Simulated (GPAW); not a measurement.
# Quasiparticle gap of Ca2H3Br (P-3m1) in GPAW

Aim: the G0W0 gap of Ca2H3Br (P-3m1) on LDA, step by step.

Method: LDA and many-body steps on it, plane waves, in GPAW 26.7.0.

### 1. The starting structure

The structure is trigonal, space group P-3m1 (No. 164). The conventional cell has a = 3.903 Å, b = 3.903 Å, c = 6.854 Å, α = 90.00°, β = 90.00°, γ = 120.00°. Nearest to Ca lie 7 H at 2.27 to 2.59 Å and 3 Br at 3.12 Å. Nearest to H lie 4 Ca at 2.27 to 2.30 Å. Nearest to H lie 6 H at 2.48 Å and 6 Ca at 2.59 Å. Nearest to Br lie 6 Ca at 3.12 Å. Farther neighbours and most contacts between anions are not listed.

The cell and positions are those that the Materials Project relaxed with its own functionals (PBE, PBE+U or r2SCAN), kept fixed.

### 2. Ground state

This step: GPAW 26.7.0; DFT, LDA, plane waves, PAW.

The ground-state density comes first.

Contents of run.py:

```python
import json
import numpy as np
from gpaw.mpi import world
from ase import Atoms
from gpaw import GPAW, PW, FermiDirac

atoms = Atoms(['Ca', 'Ca', 'H', 'H', 'H', 'Br'],
    cell=[[3.9029399857, 0.0000000000, 0.0000000000],
      [-1.9514699929, 3.3800451771, 0.0000000000],
      [0.0000000000, 0.0000000000, 6.8535335900]],
    scaled_positions=[[0.6666666667, 0.3333333333, 0.1857560800],
      [0.3333333333, 0.6666666667, 0.8142439200],
      [0.6666666667, 0.3333333333, 0.8504758300],
      [0.3333333333, 0.6666666667, 0.1495241700],
      [0.0000000000, 0.0000000000, 0.0000000000],
      [0.0000000000, 0.0000000000, 0.5000000000]],
    pbc=(True, True, True))
calc = GPAW(mode=PW(600),
    xc='LDA',
    kpts={'size': (6, 6, 4), 'gamma': True},
    occupations=FermiDirac(0.001),
    nbands=-9,
    convergence={'density': 1e-6, 'bands': -3},
    maxiter=100,
    txt='gs.txt')
atoms.calc = calc
res = {'energy': atoms.get_potential_energy()}
kpts = calc.get_ibz_k_points()
res['kpts'] = kpts
res['eigenvalues'] = [calc.get_eigenvalues(kpt=k) for k in range(len(kpts))]
res['n_electrons'] = calc.get_number_of_electrons()
calc.write('gs.gpw')

if world.rank == 0:
    with open('result.json', 'w') as f:
        json.dump(res, f, default=lambda x: x.tolist())
```

The run is started by

```bash
> mpirun -n 4 gpaw python run.py
```

Numbers of over 12 decimals in the logs are rounded to 6 here.

The log of the run:

```text
__  _  _
 | _ |_)|_||  |
 |__||  | ||/\| - 26.7.0

Input parameters:
  mode=PW(ecut=600.0),
  convergence={'density': 1e-06, 'bands': -3},
  kpts=MonkhorstPack(size=(6, 6, 4), gamma=True),
  maxiter=100,
  nbands=-9,
  occupations=Occupations(name='fermi-dirac', width=0.001, fixmagmom=False),
  xc=XC(name='LDA')
  [... matrices ...]
Diagonalizing LCAO Hamiltonian
Converting LCAO to pw mode

         Ca  H

       Br

         H   Ca

       H

Atoms  # Å, Bohr magnetons
|   | symbol |         x |        y |        z |    initial magnetic moments |
| 0 |     Ca |  1.951470 | 1.126682 | 1.273086 | ( 0.0000,  0.0000,  0.0000) |
| 1 |     Ca | -0.000000 | 2.253363 | 5.580448 | ( 0.0000,  0.0000,  0.0000) |
| 2 |      H |  1.951470 | 1.126682 | 5.828765 | ( 0.0000,  0.0000,  0.0000) |
| 3 |      H | -0.000000 | 2.253363 | 1.024769 | ( 0.0000,  0.0000,  0.0000) |
| 4 |      H |  0.000000 | 0.000000 | 0.000000 | ( 0.0000,  0.0000,  0.0000) |
| 5 |     Br |  0.000000 | 0.000000 | 3.426767 | ( 0.0000,  0.0000,  0.0000) |

Unit cell  # Å
| periodic |         x |        y |        z |  lengths |     angles |
|      yes |  3.902940 | 0.000000 | 0.000000 | 3.902940 |  90.000000 |
|      yes | -1.951470 | 3.380045 | 0.000000 | 3.902940 |  90.000000 |
|      yes |  0.000000 | 0.000000 | 6.853534 | 6.853534 | 120.000000 |

Number of symmetries: 12
Symmetry operations  # r_c * U_cc + t_c -> r_c
|    | kind |            matrix            |
|  0 |  σ   |  1, 1, 0,  0,-1, 0,  0, 0, 1 |
|  1 |  S6  |  1, 1, 0, -1, 0, 0,  0, 0,-1 |
|  2 |  E   |  1, 0, 0,  0, 1, 0,  0, 0, 1 |
|  3 |  C2  |  1, 0, 0, -1,-1, 0,  0, 0,-1 |
|  4 |  C2  |  0, 1, 0,  1, 0, 0,  0, 0,-1 |
|  5 |  C3  |  0, 1, 0, -1,-1, 0,  0, 0, 1 |
|  6 |  S6  |  0,-1, 0,  1, 1, 0,  0, 0,-1 |
|  7 |  σ   |  0,-1, 0, -1, 0, 0,  0, 0, 1 |
|  8 |  σ   | -1, 0, 0,  1, 1, 0,  0, 0, 1 |
|  9 |  i   | -1, 0, 0,  0,-1, 0,  0, 0,-1 |
| 10 |  C3  | -1,-1, 0,  1, 0, 0,  0, 0, 1 |
| 11 |  C2  | -1,-1, 0,  0, 1, 0,  0, 0,-1 |

BZ-sampling:
  Number of BZ points: 144
  Number of IBZ points: 24

  Monkhorst-Pack size: [6, 6, 4]
  Monkhorst-Pack shift: [0.083333, 0.083333, 0.125]

K-points  # in reciprocal-cell coordinates
|     |                                coordinates |     weight |
|   0 | (  0.00000000,   0.00000000,   0.00000000) | 0.00694444 |
|   1 | (  0.00000000,   0.00000000,   0.25000000) | 0.01388889 |
|   2 | (  0.00000000,   0.00000000,   0.50000000) | 0.00694444 |
|   3 | (  0.16666667,   0.00000000,  -0.25000000) | 0.04166667 |
|   4 | (  0.16666667,   0.00000000,   0.00000000) | 0.04166667 |
|   5 | (  0.16666667,   0.00000000,   0.25000000) | 0.04166667 |
|   6 | (  0.16666667,   0.00000000,   0.50000000) | 0.04166667 |
|   7 | (  0.33333333,  -0.16666667,   0.00000000) | 0.04166667 |
|   8 | (  0.33333333,  -0.16666667,   0.25000000) | 0.08333333 |
|   9 | (  0.33333333,  -0.16666667,   0.50000000) | 0.04166667 |
| ... |                                            |            |
|  23 | (  0.50000000,   0.50000000,   0.50000000) | 0.02083333 |

Plane wave coefficients: 3045
Cutoff: 600.0 eV

Spin-components: 1 (collinear spins)
Bands:           24
Projectors:      24
Spin-degeneracy: 2
Datatype:        complex128

  Storage: CPU
  Wave functions: 28_062_720 bytes (7_015_680 per core)
  Projectors: 32_739_840 bytes (8_184_960 per core)
  [... matrices ...]
Parallelization:
  kpt:    4
  domain: 1
  band:   1

Density:
  Valence electrons: 30.0
  Components: 1
  Grid points: [24 24 40]
  Charge: 0.0  # |e|

Potential:
  Grid points: [24 24 40]

species:
  Ca:
    name:    Calcium
    Z:       20.0
    valence: 10
    core:    10
    charge:  0.0  # [|e|]
    compensation charges:
      type: gauss
      rc: 0.37  # [Å]
      lmax: 2
    cutoffs:
      filter: 2.10  # [Å]
      core: 1.17  # [Å]
    projectors
    | kind |    occ | energy [eV] | rcut [Å] |
    |   3s |  2.000 |     -46.826 |    1.175 |
    |   4s |  2.000 |      -3.864 |    1.175 |
    |   3p |  6.000 |     -27.986 |    1.154 |
    |    p |        |      -0.774 |    1.154 |
    |    d |        |       0.000 |    0.937 |

    Using partial waves for Ca as LCAO basis

  H:
    name:    Hydrogen
    Z:       1.0
    valence: 1
    core:    0
    charge:  0.0  # [|e|]
    compensation charges:
      type: gauss
      rc: 0.15  # [Å]
      lmax: 2
    cutoffs:
      filter: 0.85  # [Å]
      core: 0.53  # [Å]
    projectors
    | kind |    occ | energy [eV] | rcut [Å] |
    |   1s |  1.000 |      -6.353 |    0.476 |
    |    s |        |      20.858 |    0.476 |
    |    p |        |       0.000 |    0.476 |

    Using partial waves for H as LCAO basis

  Br:
    name:    Bromine
    Z:       35.0
    valence: 7
    core:    28
    charge:  0.0  # [|e|]
    compensation charges:
      type: gauss
      rc: 0.35  # [Å]
      lmax: 2
    cutoffs:
      filter: 1.98  # [Å]
      core: 2.38  # [Å]
    projectors
    | kind |    occ | energy [eV] | rcut [Å] |
    |   4s |  2.000 |     -20.306 |    1.111 |
    |   4p |  5.000 |      -8.003 |    1.111 |
    |    s |        |       6.906 |    1.111 |
    |    p |        |      19.208 |    1.111 |
    |    d |        |       0.000 |    1.111 |

    Using partial waves for Br as LCAO basis

Reference energy: -107781.756972  # eV

eigensolver:
  PPCG
  Converge bands: -3
  niter=2

density mixing:
  MSR1-Mixer
  Pratt-step length: 0.05
  Maximum mixing coefficient: 0.75
  Old densities: 10
  SVD Regularization: 0.005
  Good broyden scale: 1.0
  Trust region scale: 1.0
  Backstep threshold: 4.0
  History deletion threshold: 6.0
  Fourier metric: weight=20.0, sigma=0.015

occupation numbers:
  Fermi-Dirac:
    width: 0.0010  # eV

poisson solver:
  ecut: 4800.0  # eV

xc functional:
  name: None

Initialization done in: 1.143 s

convergence criteria:
- Maximum integral of absolute [dens]ity change: 1e-06 electrons / valence electron
- Maximum [total energy] change in last 3 cyles: 0.0005 eV / valence electron
- Maximum integral of absolute [eigenst]ate change: 4e-08 eV^2 / valence electron
maximum number of iterations: 100

SCF iterations
|iter     |     time |      energy | eigst |  dens |
|iter:   1|  |  -24.779633 | +1.77 |       |
|iter:   2|  |  -24.632529 | +0.72 | -1.11 |
|iter:   3|  |  -23.440634 | +0.05 | -1.14 |
|iter:   4|  |  -23.343869 | -0.86 | -1.58 |
|iter:   5|  |  -23.341580 | -1.47 | -2.00 |
|iter:   6|  |  -23.341527c| -1.52 | -2.30 |
|iter:   7|  |  -23.341547c| -1.81 | -2.84 |
|iter:   8|  |  -23.341546c| -2.02 | -3.83 |
|iter:   9|  |  -23.341546c| -2.23 | -4.23 |
|iter:  10|  |  -23.341546c| -2.62 | -5.04 |
|iter:  11|  |  -23.341546c| -2.63 | -5.80 |
|iter:  12|  |  -23.341546c| -2.94 | -6.62c|
|iter:  13|  |  -23.341546c| -3.27 | -7.17c|
|iter:  14|  |  -23.341546c| -3.44 | -7.95c|
|iter:  15|  |  -23.341546c| -3.67 | -8.63c|
|iter:  16|  |  -23.341546c| -4.21 | -9.42c|
|iter:  17|  |  -23.341546c| -4.65 |-10.11c|
|iter:  18|  |  -23.341546c| -4.84 |-10.64c|
|iter:  19|  |  -23.341546c| -4.93 |-11.29c|
|iter:  20|  |  -23.341546c| -5.12 |-12.02c|
|iter:  21|  |  -23.341546c| -5.28 |-12.41c|
|iter:  22|  |  -23.341546c| -5.35 |-12.69c|
|iter:  23|  |  -23.341546c| -5.42 |-12.95c|
|iter:  24|  |  -23.341546c| -5.51 |-13.22c|
|iter:  25|  |  -23.341546c| -5.58 |-13.31c|
|iter:  26|  |  -23.341546c| -5.65 |-13.42c|
[...]
|iter:  51|  |  -23.341546c| -7.08 |-13.98c|
|iter:  52|  |  -23.341546c| -7.11 |-14.13c|
|iter:  53|  |  -23.341546c| -7.18 |-14.00c|
|iter:  54|  |  -23.341546c| -7.26 |-14.05c|
|iter:  55|  |  -23.341546c| -7.32 |-13.98c|
|iter:  56|  |  -23.341546c| -7.40c|-14.19c|

Converged in 56 steps
SCF loop duration: 36.600 s (0.654 s/step)
Energy contributions relative to reference atoms: (reference = -107781.756972)
  [... matrices ...]
Energy contributions:
  Kinetic:          15.348019
  Coulomb:         -12.040183
  Zero:             -1.241687
  External:          0.000000
  Xc:              -25.407695
  Entropy:          -0.000000
  Spinorbit:         0.000000
  ----------------------------
  Free energy:     -23.341546
  Extrapolated:    -23.341546

dipole moment: (-8.701540, -15.071509, -3.375190)  # |e|*Ang

Fermi level: 6.004
Eigenvalues  # (at kpt = [0.000, 0.000, 0.000])
| band index |      eig [eV] | occ [0-2] |
|          0 |       -35.738 |     2.000 |
|        ... |               |           |
|          7 |       -16.902 |     2.000 |
|          8 |       -11.707 |     2.000 |
|          9 |        -1.339 |     2.000 |
|         10 |        -1.000 |     2.000 |
|         11 |         1.327 |     2.000 |
|         12 |         1.327 |     2.000 |
|         13 |         2.181 |     2.000 |
|         14 |         4.994 |     2.000 |
|         15 |         7.245 |     0.000 |
[...]
|         19 |         7.352 |     0.000 |
|         20 |         8.423 |     0.000 |
|         21 |         8.455 |     0.000 |
|         22 |         8.455 |     0.000 |
|         23 |         9.949 |     0.000 |

Gap: 1.249 eV
Transition (v -> c):
  (s=0, k=2, n=14, [0.00, 0.00, 0.50]) -> (s=0, k=9, n=15, [0.33, -0.17, 0.50])
Direct/indirect transitions are different
Direct gap: 1.523 eV
Transition at: (s=0, k=2, n=14, [0.00, 0.00, 0.50])
# Writing to gs.gpw (mode='')
  [... matrices ...]
```

The job ended after 40 s (4 MPI ranks of Arm Neoverse V1, shared host; peak memory 0.74 GiB; 2.6 min of CPU time).

This step gave:

| Item | Value |
| --- | --- |
| total energy | -23.34 eV |
| gap | 1.249 eV |
| k of the valence top | 0, 0, 0.5 |
| k of the conduction bottom | 0.3333, -0.1667, 0.5 |
| least direct gap | 1.523 eV |

The gap is indirect, with the least direct gap 0.27 eV higher.

### 3. Empty states on the mesh, 3×3×2 mesh, 425 bands

The sums over transitions need many empty states on a uniform mesh; this step solves for them.

Contents of run.py:

```python
import json
import numpy as np
from gpaw.mpi import world
from gpaw import GPAW

calc = GPAW('gs.gpw').fixed_density(kpts={'size': (3, 3, 2), 'gamma': True},
    parallel={'domain': 1, 'band': 1},
    txt='nscf.txt')
calc.diagonalize_full_hamiltonian(nbands=425)
calc.write('full.gpw', mode='all')
res = {}
kpts = calc.get_ibz_k_points()
res['kpts'] = kpts
res['eigenvalues'] = [calc.get_eigenvalues(kpt=k) for k in range(len(kpts))]
res['n_electrons'] = calc.get_number_of_electrons()

if world.rank == 0:
    with open('result.json', 'w') as f:
        json.dump(res, f, default=lambda x: x.tolist())
```

The run is started by

```bash
> mpirun -n 4 gpaw python run.py
```

The log of the run:

```text
Diagonalizing LCAO Hamiltonian
Converting LCAO to pw mode
convergence criteria:
- Maximum integral of absolute [eigenst]ate change: 4e-08 eV^2 / valence electron
maximum number of iterations: 100

SCF iterations
|iter     |     time |      energy | eigst |  dens |
|iter:   1|  |             | +1.76 |       |
|iter:   2|  |             | +0.57 |       |
|iter:   3|  |             | -0.03 |       |
[...]
|iter:  48|  |             | -5.13 |       |
|iter:  49|  |             | -5.23 |       |
[... further lines of this kind ...]
|iter:  67|  |             | -7.52c|       |
SCF steps: 67
  __  _  _
 | _ |_)|_||  |
 |__||  | ||/\| - 26.7.0

Input parameters:
  mode=PW(ecut=600.0),
  convergence={'density': 1e-06, 'bands': -3},
  gpts=array([24, 24, 40]),
  kpts=MonkhorstPack(size=(3, 3, 2), gamma=True),
  maxiter=100,
  nbands=24,
  occupations=Occupations(name='fermi-dirac', width=0.001, fixmagmom=False),
  parallel={'domain': 1, 'band': 1},
  xc=XC(name='LDA')
Matrix size: 3045x3045
# Writing to full.gpw (mode='all')
  [... matrices ...]

timing:  # [seconds]
  Total: 51.321  # ━━━━━━━━━━━━━━━━━━━━━━━━━━━━━━━━━━━━━━━━━━━━━━━━━━━━━━━━━━
```

Elapsed: 68 s, on 4 MPI ranks; peak memory 3.3 GiB.

This step gave:

- gap: 1.403 eV
- k of the valence top: 0, 0, 0.5
- k of the conduction bottom: 0.3333, 0, 0.5
- least direct gap: 1.523 eV
- k points computed: 6
- lowest point of the top converged band, above the valence top: 148.1014 eV

On this mesh the gap is 1.403 eV. The earlier step found 1.249 eV, so this mesh misses an edge.

(Part 1 of 2 ends here.)

[Paths, hosts, dates, memory and timing lines, banners, echoed tables and standing remarks are left out of the program output.]

[Logs are printed without paths, hosts, clocks, repeated set-up lines and the standing remarks that a program may print on its own settings, such as how far it seeks lower states.]

[Runs of the session that timed out or met a known fault of the program may be left out.]

[Hosts, paths, dates, database ids (printed as entryN), source tags and the programs' standing remarks are cut or masked in the printed files.]
